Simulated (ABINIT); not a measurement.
# AgCl (Fm-3m): changed settings of a GW run in ABINIT, part 2 of 2

Aim: change inputs of a GW run on AgCl (Fm-3m) and see what moves.

ABINIT 10.8.3; PBE and many-body steps on it, plane waves. Known limits of the many-body steps: not at the basis limit; d shell near the gap, gap tends to lie low; no spin-orbit coupling; coarse k mesh.

So far. Step 3 (Base): The gap on the mesh goes from 0.92 eV to 2.13 eV, a correction of +1.21 eV. Step 5 (No symmetry in the self-energy): Against G0W0 in ABINIT (4×4×4 mesh, 94 bands, screening to 163.3 eV, Godby-Needs plasmon pole), the gap moves by +0.000 eV.

### 6. Scissors in G

Level of this step: G0W0 on PBE, plane waves, norm-conserving pseudopotentials (ABINIT).

File run.abi:

```
acell 3*1.0 Angstrom
rprim 
  0.000000000000 2.798500000000 2.798500000000
  2.798500000000 0.000000000000 2.798500000000
  2.798500000000 2.798500000000 -0.000000000000
ntypat 2
znucl 47 17
natom 2
typat 1 2
xred 
  0.000000000000 0.000000000000 0.000000000000
  0.500000000000 0.500000000000 0.500000000000
pp_dirpath "pseudos"
pseudos "Ag.upf, Cl.upf"
ecut 37
ngkpt 4 4 4
nshiftk 1
shiftk 0 0 0
kptopt 1
chksymbreak 0
istwfk *1
occopt 1
irdwfk 1
optdriver 4
nband 94
gwcalctyp 0
ecutsigx 37
symsigma 1
nkptgw 2
kptgw 
  0.5000000000 0.0000000000 0.0000000000
  0.0000000000 0.0000000000 0.0000000000
bdgw 
  12 15
  11 17
ecuteps 6
irdscr 1
ppmodel 1
mbpt_sciss 0.5 eV
indata_prefix "in"
outdata_prefix "out"
tmpdata_prefix "tmp"
```

Started as:

```console
OMP_NUM_THREADS=1 mpirun -n 4 abinit run.abi > log
```

The log of the run:

```text
.Version 10.8.3 of ABINIT. v10.8.2 released Aug 2026.

 Symmetries : space group Fm -3 m (#225); Bravais cF (face-center cubic)
[... echo of the input left out ...]
== DATASET  1 ==================================================================
-   mpi_nproc: 4, omp_nthreads: 1 (-1 if OMP is not activated)

--- !DatasetInfo
iteration_state: {dtset: 1, }
dimensions: {natom: 2, nkpt: 8, mband: 94, nsppol: 1, nspinor: 1, nspden: 1, mpw: 3218, }
cutoff_energies: {ecut:  37.0, pawecutdg:  -1.0, }
electrons: {nelect:   2.60000000E+01, charge:   0.00000000E+00, occopt:   1.00000000E+00, tsmear:   1.00000000E-02, }

 SIGMA: Calculation of the GW corrections

 Based on a program developped by R.W. Godby, V. Olevano, G. Onida, and L. Reining.
 Incorporated in ABINIT by V. Olevano, G.-M. Rignanese, and M. Torrent.
.Using double precision arithmetic ; gwpc =  8

[... cell and pseudopotentials left out ...]
--------------------------------------------------------------------------------

 ==== K-mesh for the wavefunctions ====
 Number of points in the irreducible wedge :     8
[... list of points left out ...]
 Together with 48 symmetry operations and time-reversal symmetry
 yields    64 points in the full Brillouin Zone.

 ==== Q-mesh for screening function ====
 Number of points in the irreducible wedge :     8
[... list of points left out ...]
 Together with 48 symmetry operations and time-reversal symmetry
 yields    64 points in the full Brillouin Zone.

 vcoul_init : cutoff-mode = AUXILIARY_FUNCTION
 q-points for optical limit:   1
     1)      0.000010    0.000020    0.000030
 setmesh: FFT mesh size selected  =    45x   45x   45
          total number of points  =        91125

 Number of electrons calculated from density =   26.0000; Expected =   26.0000
[...]
max omega for Sigma on real axis  [eV]           0.00
 zcut for avoiding poles [eV]                     0.10
 scissor energy [eV]                              0.50

 EPSILON^-1 parameters (SCR file):
 dimension of the eps^-1 matrix on file            181
 dimension of the eps^-1 matrix used               181
 number of plane-waves for wavefunctions          3143
 number of bands                                    94
 number of q-points in IBZ                           8
 number of frequencies                               2
 number of real frequencies                          1
 number of imag frequencies                          1

 matrix elements of self-energy operator (all in [eV])

 Perturbative Calculation

--- !SelfEnergy_ee
iteration_state: {dtset: 1, }
kpoint     : [   0.500,    0.000,    0.000, ]
spin       : 1
KS_gap     :    4.314
QP_gap     :    5.439
Delta_QP_KS:    1.126
data: !SigmaeeData |
     Band     E0 <VxcDFT>   SigX SigC(E0)      Z dSigC/dE  Sig(E)    E-E0       E
       12   4.308 -21.440 -26.390   3.934   0.798  -0.253 -22.251  -0.811   3.496
       13   4.308 -21.440 -26.390   3.934   0.798  -0.253 -22.251  -0.811   3.496
       14   8.621  -8.962  -4.759  -3.925   0.837  -0.194  -8.647   0.314   8.935
[...]
--- !SelfEnergy_ee
iteration_state: {dtset: 1, }
kpoint     : [   0.000,    0.000,    0.000, ]
spin       : 1
KS_gap     :    3.124
QP_gap     :    4.597
Delta_QP_KS:    1.473
data: !SigmaeeData |
     Band     E0 <VxcDFT>   SigX SigC(E0)      Z dSigC/dE  Sig(E)    E-E0       E
[...]
16  15.026 -12.071  -6.770  -4.348   0.822  -0.216 -11.198   0.873  15.899
       17  15.026 -12.071  -6.770  -4.348   0.822  -0.216 -11.198   0.873  15.899

== END DATASET(S) ==============================================================
================================================================================

 -outvars: echo values of variables after computation  --------
           etotal      0.0000000000E+00
            nband          94
             nkpt           8
          spgroup         225
 [... the other variables as echoed above ...]

 Calculation completed.
```

Run time: 8.2 s. Hardware: 4 MPI ranks of Arm Neoverse V1, shared host; peak memory 0.81 GiB; 32 s of CPU time.

This step gave:

```
G0W0 gap on the points computed              : 2.185 eV
starting gap on the mesh                     : 0.9214 eV
k of the valence top                         : 0.5, 0, 0
k of the conduction bottom                   : 0, 0, 0
Z at the valence top                         : 0.798
Z at the conduction bottom                   : 0.831
least direct G0W0 gap on the computed points : 4.597 eV
```

### 7. Broadening of the poles

Edit run.abi of step 6 so:

```diff
@@ -38,3 +38,3 @@
 ppmodel 1
-mbpt_sciss 0.5 eV
+zcut 0.01 eV
 indata_prefix "in"
```

The log of the run:

```text
.Version 10.8.3 of ABINIT. v10.8.2 released Aug 2026.

 Symmetries : space group Fm -3 m (#225); Bravais cF (face-center cubic)
[... echo of the input left out ...]
== DATASET  1 ==================================================================
-   mpi_nproc: 4, omp_nthreads: 1 (-1 if OMP is not activated)

--- !DatasetInfo
iteration_state: {dtset: 1, }
dimensions: {natom: 2, nkpt: 8, mband: 94, nsppol: 1, nspinor: 1, nspden: 1, mpw: 3218, }
cutoff_energies: {ecut:  37.0, pawecutdg:  -1.0, }
[...]
Band     E0 <VxcDFT>   SigX SigC(E0)      Z dSigC/dE  Sig(E)    E-E0       E
[...]
16  15.026 -12.071  -6.770  -4.337   0.821  -0.217 -11.279   0.792  15.818
       17  15.026 -12.071  -6.770  -4.337   0.821  -0.217 -11.279   0.792  15.818

== END DATASET(S) ==============================================================
================================================================================

 -outvars: echo values of variables after computation  --------
           etotal      0.0000000000E+00
            nband          94
             nkpt           8
          spgroup         225
 [... the other variables as echoed above ...]

 Calculation completed.
```

Elapsed: 8.1 s, on 4 MPI ranks; peak memory 0.81 GiB; 32 s of CPU time.

This step gave:

```yaml
g0w0_gap_on_the_points_computed: 2.129 eV
starting_gap_on_the_mesh: 0.9214 eV
k_of_the_valence_top: 0.5, 0, 0
k_of_the_conduction_bottom: 0, 0, 0
least_direct_g0w0_gap_on_the_computed_points: 4.547 eV
```

Against G0W0 in ABINIT (4×4×4 mesh, 94 bands, screening to 163.3 eV, Godby-Needs plasmon pole), the gap moves by +0.000 eV.

### 8. Another k mesh than the file's

Edit run.abi of step 7 so:

```diff
@@ -15,3 +15,3 @@
 ecut 37
-ngkpt 4 4 4
+ngkpt 5 5 5
 nshiftk 1
@@ -38,3 +38,2 @@
 ppmodel 1
-zcut 0.01 eV
 indata_prefix "in"
```

The log of the run:

```text
.Version 10.8.3 of ABINIT. v10.8.2 released Aug 2026.

 Symmetries : space group Fm -3 m (#225); Bravais cF (face-center cubic)
================================================================================
 Values of the parameters that define the memory need of the present run
     intxc =       0    ionmov =       0      iscf =       7    lmnmax =       6
     lnmax =       6     mgfft =      45  mpssoang =       3    mqgrid =    3001
     natom =       2  nloc_mem =       1    nspden =       1   nspinor =       1
    nsppol =       1      nsym =      48    n1xccc =    2501    ntypat =       2
    occopt =       1   xclevel =       2
-    mband =          94        mffmem =           1         mkmem =           3
       mpw =        3199          nfft =       91125          nkpt =          10
================================================================================
  Rough estimation (10% accuracy) of disk space for files :
================================================================================

--------------------------------------------------------------------------------
------------- Echo of variables that govern the present computation ------------
--------------------------------------------------------------------------------
 -outvars: echo values of preprocessed input variables --------
            acell      1.8897261259E+00  1.8897261259E+00  1.8897261259E+00 Bohr

             bdgw          12      15      11      17
      chksymbreak           0
             ecut      3.70000000E+01 Hartree
          ecuteps      6.00000000E+00 Hartree
         ecutsigx      3.70000000E+01 Hartree
          ecutwfn      3.70000000E+01 Hartree
-          fftalg         312
           irdscr           1
           irdwfk           1

[...]
.Using double precision arithmetic ; gwpc =  8

 Real(R)+Recip(G) space primitive vectors, cartesian coordinates (Bohr,Bohr^-1):
 R(1)=  0.0000000  5.2883986  5.2883986  G(1)= -0.0945466  0.0945466  0.0945466
 R(2)=  5.2883986  0.0000000  5.2883986  G(2)=  0.0945466 -0.0945466  0.0945466
 R(3)=  5.2883986  5.2883986  0.0000000  G(3)=  0.0945466  0.0945466 -0.0945466
 Unit cell volume ucvol=  2.9580297E+02 bohr^3
 Angles (23,13,12)=  6.00000000E+01  6.00000000E+01  6.00000000E+01 degrees

--- Pseudopotential description ------------------------------------------------
- Ag Generated using ONCVPSP code by D. R. Hamann
- 47.00000  19.00000  171031                  znucl, zion, pspdat
12 -101130 2 -1 1538                          pspcod,pspxc,lmax,lloc,mmax
     nproj     2     2     2
  pspatm : epsatm=   27.55768671
         --- l  ekb(1:nproj) -->
[...]
pspatm: atomic psp has been read  and splines computed

- Cl Generated using ONCVPSP code by D. R. Hamann
- 17.00000   7.00000  171031                  znucl, zion, pspdat
12 -101130 2 -1 1028                          pspcod,pspxc,lmax,lloc,mmax
     nproj     2     2     2
  pspatm : epsatm=    9.12776517
         --- l  ekb(1:nproj) -->
[...]
1    3.821713    1.107519
             2   -2.938609   -0.805455
 pspatm: atomic psp has been read  and splines computed

   9.53821749E+02                                ecore*ucvol(ha*bohr**3)
--------------------------------------------------------------------------------

--- !ERROR
message: |
    Cannot continue, basic dimensions/parameters reported in the header do not agree with input file.
    Check consistency between the content of the WFK external file and the input file.

--- !ERROR
message: |
    Cannot continue, basic dimensions/parameters reported in the header do not agree with input file.
    Check consistency between the content of the WFK external file and the input file.

--- from the log ---
Cannot continue, basic dimensions/parameters reported in the header do not agree with input file.
    Check consistency between the content of the WFK external file and the input file.
```

It took 2.1 s on 4 MPI ranks; peak memory 0.06 GiB.

The run stopped with an error after 2.1 s.

The program's words: Cannot continue, basic dimensions/parameters reported in the header do not agree with input file. Check consistency between the content of the WFK external file and the input file.

The fault put into this input: another k mesh than the file's.

### 9. Contour deformation on a plasmon-pole file

Edit run.abi of step 8 so:

```diff
@@ -15,3 +15,3 @@
 ecut 37
-ngkpt 5 5 5
+ngkpt 4 4 4
 nshiftk 1
@@ -25,3 +25,3 @@
 nband 94
-gwcalctyp 0
+gwcalctyp 2
 ecutsigx 37
@@ -37,3 +37,2 @@
 irdscr 1
-ppmodel 1
 indata_prefix "in"
```

The log of the run:

```text
.Version 10.8.3 of ABINIT. v10.8.2 released Aug 2026.

 Symmetries : space group Fm -3 m (#225); Bravais cF (face-center cubic)
================================================================================
 Values of the parameters that define the memory need of the present run
     intxc =       0    ionmov =       0      iscf =       7    lmnmax =       6
     lnmax =       6     mgfft =      45  mpssoang =       3    mqgrid =    3001
     natom =       2  nloc_mem =       1    nspden =       1   nspinor =       1
    nsppol =       1      nsym =      48    n1xccc =    2501    ntypat =       2
    occopt =       1   xclevel =       2
-    mband =          94        mffmem =           1         mkmem =           2
       mpw =        3218          nfft =       91125          nkpt =           8
================================================================================
  Rough estimation (10% accuracy) of disk space for files :
================================================================================

--------------------------------------------------------------------------------
------------- Echo of variables that govern the present computation ------------
--------------------------------------------------------------------------------
 -outvars: echo values of preprocessed input variables --------
            acell      1.8897261259E+00  1.8897261259E+00  1.8897261259E+00 Bohr

             bdgw          12      15      11      17
      chksymbreak           0
             ecut      3.70000000E+01 Hartree
          ecuteps      6.00000000E+00 Hartree
         ecutsigx      3.70000000E+01 Hartree
          ecutwfn      3.70000000E+01 Hartree
-          fftalg         312
        gwcalctyp           2
           irdscr           1
[...]
- Ag Generated using ONCVPSP code by D. R. Hamann
- 47.00000  19.00000  171031                  znucl, zion, pspdat
12 -101130 2 -1 1538                          pspcod,pspxc,lmax,lloc,mmax
     nproj     2     2     2
  pspatm : epsatm=   27.55768671
         --- l  ekb(1:nproj) -->
[...]
pspatm: atomic psp has been read  and splines computed

- Cl Generated using ONCVPSP code by D. R. Hamann
- 17.00000   7.00000  171031                  znucl, zion, pspdat
12 -101130 2 -1 1028                          pspcod,pspxc,lmax,lloc,mmax
     nproj     2     2     2
  pspatm : epsatm=    9.12776517
         --- l  ekb(1:nproj) -->
[...]
1    3.821713    1.107519
             2   -2.938609   -0.805455
 pspatm: atomic psp has been read  and splines computed

   9.53821749E+02                                ecore*ucvol(ha*bohr**3)
--------------------------------------------------------------------------------

 ==== K-mesh for the wavefunctions ====
 Number of points in the irreducible wedge :     8
 Reduced coordinates and weights :

     1)     0.00000000E+00  0.00000000E+00  0.00000000E+00       0.01563
     2)     2.50000000E-01  0.00000000E+00  0.00000000E+00       0.12500
     3)     5.00000000E-01  0.00000000E+00  0.00000000E+00       0.06250
[...]
Together with 48 symmetry operations and time-reversal symmetry
 yields    64 points in the full Brillouin Zone.

 ==== Q-mesh for screening function ====
 Number of points in the irreducible wedge :     8
 Reduced coordinates and weights :

     1)     0.00000000E+00  0.00000000E+00  0.00000000E+00       0.01563
     2)     2.50000000E-01  0.00000000E+00  0.00000000E+00       0.12500

--- from the log ---
-----------------------------------
--------------------------------------------------------------------------

prterun has exited due to process rank 3 with PID 0 on node (host) calling
"abort". This may have caused other processes in the application to be
terminated by signals sent by prterun (as reported here).
--------------------------------------------------------------------------
```

Wall time 4.2 s (4 MPI ranks); peak memory 0.76 GiB; 12 s of CPU time.

The run stopped with an error after 4.2 s.

The fault put into this input: contour deformation on a plasmon-pole file.

### 10. The runs together

Times are wall times on 4 MPI ranks of Arm Neoverse V1, shared host, good to a factor of about two. A run's time includes the screening step that it read.

```csv
run,mesh,bands,screening cutoff (eV),DFT gap (eV),gap on the mesh (eV),direct (eV),ε∞ used,time
base,4×4×4,94,163.3,0.921,2.129,4.546,5.17,37 s
exchange cutoff,4×4×4,94,163.3,0.921,1.540,4.626,5.17,37 s
no symmetry in the self-energy,4×4×4,94,163.3,0.921,2.129,4.546,5.17,67 s
scissors in G,4×4×4,94,163.3,0.921,2.185,4.597,5.17,37 s
broadening of the poles,4×4×4,94,163.3,0.921,2.129,4.547,5.17,37 s
```

### 11. What came out

```
base                           : 2.129 eV
exchange cutoff                : 1.540 eV
no symmetry in the self-energy : 2.129 eV
scissors in G                  : 2.185 eV
broadening of the poles        : 2.129 eV
known limits                   : not at the basis limit; d shell near the gap, gap tends to lie low; no spin-orbit coupling; coarse k mesh
```

In words: Exchange cutoff: −0.589 eV against base (keys changed: ecutsigx). No symmetry in the self-energy: no change against base (keys changed: symsigma). Scissors in G: +0.056 eV against base (keys changed: mbpt_sciss). Broadening of the poles: no change against base (keys changed: zcut). Bands and cutoff are finite, so the gap is not at the basis limit. The miss can reach some tenths of an eV and take either sign; the mesh is an error of its own. In the first G0W0 run levels were corrected at 2 k points alone, so a gap called «on the mesh» is the least over those, and an edge elsewhere would be missed. The 4×4×4 mesh is coarse for this cell, which bears on the long-range parts of exchange and screening. A d shell, filled or nearly so, lies near the gap. One-shot GW converges very slowly in bands there, not always from below, and on a semilocal start the gap tends to come out low; starts rich in exact exchange can overshoot instead. The many-body steps are scalar-relativistic: spin-orbit coupling is not in them.

[Paths, hosts, dates, memory and timing lines, banners, echoed tables and standing remarks are left out of the program output.]

[Logs are printed without paths, hosts, clocks, repeated set-up lines and the standing remarks that a program may print on its own settings, such as how far it seeks lower states.]

[Runs of the session that timed out or met a known fault of the program may be left out.]

[No measured gap is set beside runs whose start may be inverted or whose files or cutoffs have a known fault.]

[Hosts, paths, dates, database ids (printed as entryN), source tags and the programs' standing remarks are cut or masked in the printed files.]

[G0W0 gaps are taken among the corrected bands and points alone; a level outside them can change the order at an edge.]

[Where Ansatz stands beside ABINIT at settings called matched, ABINIT's density can come from a denser mesh and the files from another edition; pairs whose starting gaps differed by over 0.03 eV were left out, so agreement reads better than it is.]
